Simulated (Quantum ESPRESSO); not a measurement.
# Fixed-spin-moment curve of Fe

Wanted: E(M) for Fe from a parallel start.

Method: PBE; plane waves with GBRV 1.5 PBE potentials, no spin-orbit coupling, in Quantum ESPRESSO 7.5.

Report form: the programs' logs are mostly left out.

### Step 1. Set-up

The structure is cubic, space group Im-3m (No. 229). Conventional cell: a = 2.866 Å, b = 2.866 Å, c = 2.866 Å, α = 90.00°, β = 90.00°, γ = 90.00°. Nearest to Fe lie 8 Fe at 2.48 Å.

The lattice constants were typed from memory of published values and not checked against a source.

### Step 2. The free run

Contents of pw.in:

```
&CONTROL
  calculation = 'scf'
  prefix = 'pwscf'
  outdir = './tmp'
  pseudo_dir = './pseudo'
  disk_io = 'nowf'
/
&SYSTEM
  ibrav = 0
  celldm(1) = 8
  nat = 1
  ntyp = 1
  ecutwfc = 40
  ecutrho = 280
  nbnd = 15
  occupations = 'smearing'
  smearing = 'fd'
  degauss = 0.00367493
  nspin = 2
  starting_magnetization(1) = 0.175
/
&ELECTRONS
  conv_thr = 2d-09
  electron_maxstep = 150
  mixing_beta = 0.3
/
ATOMIC_SPECIES
Fe     55.8450 fe_pbe_v1.5.uspp.F.UPF
CELL_PARAMETERS alat
  -0.3384971920736    0.3384971920736    0.3384971920736
   0.3384971920736   -0.3384971920736    0.3384971920736
   0.3384971920736    0.3384971920736   -0.3384971920736
ATOMIC_POSITIONS crystal
Fe      0.0000000000    0.0000000000    0.0000000000
K_POINTS automatic
16 16 16 0 0 0
```

Started as:

```
OMP_NUM_THREADS=1 mpirun -n 4 pw.x -nk 4 -in pw.in > pw.out
```

Elapsed: 4.5 s, on 4 MPI ranks of Arm Neoverse V2, shared host; peak memory 0.22 GiB; 18 s of CPU time.

Spin moment in the atom's sphere by atom:

```
atom  spin moment in the atom's sphere (μB)
 Fe1                                   2.35
```

This step gave:

| Quantity | Value |
| --- | --- |
| smearing term TS | 0.008179 eV |
| magnetization | 2.294 μB |
| absolute magnetization | 2.426 μB |
| final state | ferromagnetic |

### Step 3. Moment fixed at 0 μB

The two spin channels are filled to separate Fermi energies, so that the total moment meets the target. Half of the up one less the down one is the slope dE/dM.

Edit pw.in of step 2 so:

```diff
@@ -19,3 +19,4 @@
   nspin = 2
-  starting_magnetization(1) = 0.175
+  starting_magnetization(1) = 0.0088
+  tot_magnetization = 0
 /
```

The job ended after 4 s (4 MPI ranks; peak memory 0.22 GiB; 16 s of CPU time).

This step gave:

```
magnetization                                 : 0 μB
absolute magnetization                        : 0 μB
half the difference of the two Fermi energies : 0 meV
largest moment                                : 0 μB
```

### Step 4. Moment fixed at 0.344 μB

Edit pw.in of step 3 so:

```diff
@@ -14,3 +14,3 @@
   ecutrho = 280
-  nbnd = 15
+  nbnd = 16
   occupations = 'smearing'
@@ -19,4 +19,4 @@
   nspin = 2
-  starting_magnetization(1) = 0.0088
-  tot_magnetization = 0
+  starting_magnetization(1) = 0.0215
+  tot_magnetization = 0.344
 /
```

It took 4.2 s on 4 MPI ranks; peak memory 0.22 GiB; 16 s of CPU time.

Spin moment in the atom's sphere by atom:

```
atom  spin moment in the atom's sphere (μB)
 Fe1                                  0.369
```

Read from the output:

```yaml
magnetization: 0.344 μB
absolute_magnetization: 0.403 μB
half_the_difference_of_the_two_fermi_energies: -153.5 meV
```

### Step 5. Moment fixed at 0.688 μB

Edit pw.in of step 4 so:

```diff
@@ -19,4 +19,4 @@
   nspin = 2
-  starting_magnetization(1) = 0.0215
-  tot_magnetization = 0.344
+  starting_magnetization(1) = 0.043
+  tot_magnetization = 0.688
 /
```

Elapsed: 4.8 s, on 4 MPI ranks; peak memory 0.22 GiB; 19 s of CPU time.

Numbers from this step:

* magnetization: 0.688 μB
* absolute magnetization: 0.797 μB
* half the difference of the two Fermi energies: -294.1 meV
* largest moment: 0.7354 μB

### Step 6. All moments

The runs not shown differ in the target, the start and the number of states alone. The point at 2.29 μB is the free run, entered with slope zero.

Table of energy over the lowest by total spin moment:

```
total spin moment (μB a cell)  energy over the lowest (meV a cell)
                         0.00                                  594
                         0.34                                  567
                         0.69                                  489
                         1.03                                  371
                         1.38                                  240
                         1.72                                  114
                         2.06                                 21.7
                         2.29                                    0
                         2.41                                 4.07
                         2.75                                 73.9
                         3.10                                  313
```

dE/dM against total spin moment:

```
total spin moment (μB a cell)  dE/dM (meV/μB)
                         0.00         -0.0113
                         0.34            -153
                         0.69            -294
                         1.03            -376
                         1.38            -379
                         1.72            -341
                         2.06            -160
                         2.29               0
                         2.41            59.2
                         2.75             415
                         3.10             938
```

Table of largest site moment by total spin moment:

```
total spin moment (μB a cell)  largest site moment (μB)
                         0.00                    4.4e-6
                         0.34                     0.369
                         0.69                     0.735
                         1.03                      1.09
                         1.38                      1.45
                         1.72                      1.79
                         2.06                      2.14
                         2.29                      2.35
                         2.41                      2.46
                         2.75                      2.77
                         3.10                      3.04
```

### Step 7. Results

```yaml
moment_of_the_free_run: 2.29 μB a cell
energy_at_zero_total_moment: 594 meV a cell over the lowest
delta_e_delta_m2_from_the_lowest_point_to_2p75_and_to_2p06_mu_b: 351 and 415 meV/μB²
```

**Reading.** At zero total moment the site moments vanish, so the 594 meV a cell is the energy of forming them. The points show one minimum alone. The cell holds one seeded atom, so opposed orders, which may lie lower, cannot form in it.

[Logs and program files are shortened in this print: banners, set-up blocks, solver, clock and traceback lines can be left out without a mark of their own.]

[Logs are printed without paths, hosts, clocks, repeated set-up lines and the standing remarks that a program may print on its own settings, such as how far it seeks lower states.]

[Hosts, paths, dates, database ids (printed as entryN), source tags and the programs' standing remarks are cut or masked in the printed files.]

[Where a cell is said to come from a database of computed structures, the database is the Materials Project.]
